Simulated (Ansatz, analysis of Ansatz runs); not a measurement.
# LaS2 (P2_1/c), nudged elastic band: V_S hop (2.1 Å) (q = 0), part 2 of 3

How high is the barrier when S changes place in LaS2 (P2_1/c)? The case: V_S hop (2.1 Å), charge 0, in a cell of 36 host atoms with 1 S taken out.

Ansatz 0.2.0; plane-wave PAW DFT, r2SCAN; nudged elastic band between two relaxed defect structures.

So far: Set-up; Relaxation of the start point, charge 0.

## 3. Relaxation of the end point, charge 0

Level of this step: plane-wave PAW DFT, r2SCAN; relaxation of all atoms of a defect supercell (Ansatz).

The end point is relaxed in the same cell and settings, so that the two energies compare.

q0.end/input.yaml reads:

```yaml
crystal:
  lattice:
    - [8.21549923, 0.0, -0.00141922]
    - [0.0, 12.44759758, 0.0]
    - [-0.01047001, 0.0, 8.22626604]
  atoms:
    - { symbol: La, position: [0.72317534, 0.09724932, 0.36952092] }
    - { symbol: La, position: [0.27682466, 0.26391599, 0.13047908] }
[... 10 atom lines left out ...]
    - { symbol: La, position: [0.72317534, 0.43058265, 0.36952092] }
[... 1 atom line left out ...]
    - { symbol: La, position: [0.27682466, 0.56941735, 0.63047908] }
[... 2 atom lines left out ...]
    - { symbol: S, position: [0.99734819, 0.54998518, 0.8954118] }
    - { symbol: S, position: [0.00265181, 0.38331852, 0.6045882] }
[... 2 atom lines left out ...]
    - { symbol: S, position: [0.63472316, 0.57841977, 0.6260454] }
[... 1 atom line left out ...]
    - { symbol: La, position: [0.72317534, 0.76391599, 0.36952092] }
[... 1 atom line left out ...]
    - { symbol: La, position: [0.27682466, 0.90275068, 0.63047908] }
    - { symbol: La, position: [0.72317534, 0.73608401, 0.86952092] }
    - { symbol: S, position: [0.00265181, 0.78334815, 0.1045882] }
    - { symbol: S, position: [0.99734819, 0.95001482, 0.3954118] }
[... 1 atom line left out ...]
    - { symbol: S, position: [-0.002579, 0.616692, 0.395826] }
    - { symbol: S, position: [0.36527684, 0.75491357, 0.3739546] }
[... 2 atom lines left out ...]
    - { symbol: S, position: [0.36527684, 0.74508643, 0.8739546] }
basis:
  ecutwfc: 500
  xc_grid: 2
hamiltonian:
  xc: r2scan
kpoints:
  mp_grid: { grid: [1, 1, 1], shift: [0.25, 0.25, 0.25] }
scf:
  occupations: { method: fixed }
  max_iter: 80
output:
  forces: true
relax:
  f_tol: 0.02
  max_steps: 70
  random_displacement: { amplitude: 0.03, seed: 1359 }
```

Command:

```sh
$ ansatz run input.yaml --threads 4 --pin off --max-ram 7536MiB --backend cpu --events-out ev --progress --plain --runs-dir out
```

Numbers of over 12 decimals in the logs are rounded to 6 here.

Output:

```text
[...]
Crystal: 35 atoms, lattice volume = 841.244 Å³
Basis set: ecut = 500 eV, 21351 PW (Γ), exchange–correlation on 120×192×120 points (8 copies of the dense FFT grid, shifted against one another)
Bands: 170, of which v1, the nominal top of the filled ones, is band 135 counted from 1 (134 counted from 0)
Symmetry: 1 space group operations
k-points: 1
[...]
SCF iter   1: F=—  HF=-96085.361060 eV  |F-HF|=—  |Δ(HF+E_count)|=         —  Δρ=8.52e-3  dr2=9.34e-1  dr2_τ=2.05e-1  ethr=1.77e-3  ⟨swp⟩=5.0  Hψ=655  notcnv=0  defer=30
[...]
SCF iter   7: F=-96085.857582 eV  HF=-96085.857582 eV  |F-HF|=4.14e-7  |Δ(HF+E_count)|=   3.92e-6  Δρ=1.26e-5  dr2=2.16e-6  dr2_τ=4.24e-8  ethr=3.70e-9  ⟨swp⟩=5.0  Hψ=580  notcnv=0
SCF 1 converged in 7 iterations: F = -96085.857582 eV  dr2 = 2.16e-6
[...]
- { symbol: S, position: [1.001245, 0.212947, 0.890694] }
    - { symbol: S, position: [0.002447, 0.050438, 0.608015] }
    - { symbol: S, position: [0.368693, 0.087920, 0.373987] }
    - { symbol: S, position: [0.637982, 0.255335, 0.125438] }
    - { symbol: S, position: [0.638635, 0.244979, 0.624064] }
    - { symbol: S, position: [0.368179, 0.080167, 0.875209] }
    - { symbol: La, position: [0.734876, 0.437937, 0.367770] }
    - { symbol: La, position: [0.258370, 0.599220, 0.138431] }
    - { symbol: La, position: [0.268084, 0.571842, 0.622673] }
    - { symbol: La, position: [0.717513, 0.403681, 0.866455] }
[...]
- { symbol: La, position: [0.726103, 0.759684, 0.370891] }
    - { symbol: La, position: [0.272183, 0.929730, 0.131689] }
    - { symbol: La, position: [0.287436, 0.911259, 0.632775] }
    - { symbol: La, position: [0.707173, 0.739641, 0.880953] }
[...]
- { symbol: S, position: [0.363022, 0.757333, 0.380980] }
    - { symbol: S, position: [0.631777, 0.920384, 0.127778] }
    - { symbol: S, position: [0.640334, 0.910897, 0.628234] }
    - { symbol: S, position: [0.352953, 0.745579, 0.872473] }
[key lines of the parts left out:]
SCF converged after 2 iterations
Free energy (F): -96086.338215 eV
Fermi energy:    8.304603 eV
```

It took 44 s on 4 threads of Arm Neoverse V2, shared host; peak memory 1.5 GiB; 2.8 min of CPU time.

Relaxation path:

```
step  energy less that of the first step (eV)  largest force component (eV/Å)
   1                                   0.0000                          0.6295
   2                                  -0.3029                          0.6452
   3                                  -0.4684                          0.1562
   4                                  -0.4783                          0.0973
   5                                  -0.4806                          0.0163
   6                                  -0.4806                          0.0163
```

The atoms that moved most (Å, from the sites as typed, ahead of the random displacement, the mean shift of all atoms taken out):

```
atom      dx      dy      dz  length
 S29   0.024  -0.129   0.116   0.175
La27  -0.128   0.040   0.096   0.165
La14  -0.148   0.020   0.067   0.164
 S17  -0.026  -0.064  -0.138   0.154
La26   0.091   0.102   0.021   0.138
 S31   0.024   0.082   0.103   0.134
La13   0.100   0.087  -0.013   0.133
 S35  -0.098   0.002  -0.010   0.098
```

Neighbours of S31 at the end:

```
atom  distance (Å)
La24         2.832
La15         2.894
La14         3.088
 S28         3.170
La13         3.193
 S19         3.411
 S32         3.423
 S17         3.448
```

Numbers from this step:

```yaml
free_energy: -96086.3382 eV
largest_move_from_the_ideal_geometry_of_this_structure_a_common_shift_of_the_far_atoms_taken_out: 0.1809 Å
```

The relaxation gained 0.481 eV and ended with a largest force component of 0.016 eV/Å. The end lies within 1 meV of the start.

[end of part 2 of 3]

[Logs are printed without paths, hosts, clocks, repeated set-up lines and the standing remarks that a program may print on its own settings, such as how far it seeks lower states.]

[Hosts, paths, dates, database ids (printed as entryN), source tags and the programs' standing remarks are cut or masked in the printed files.]
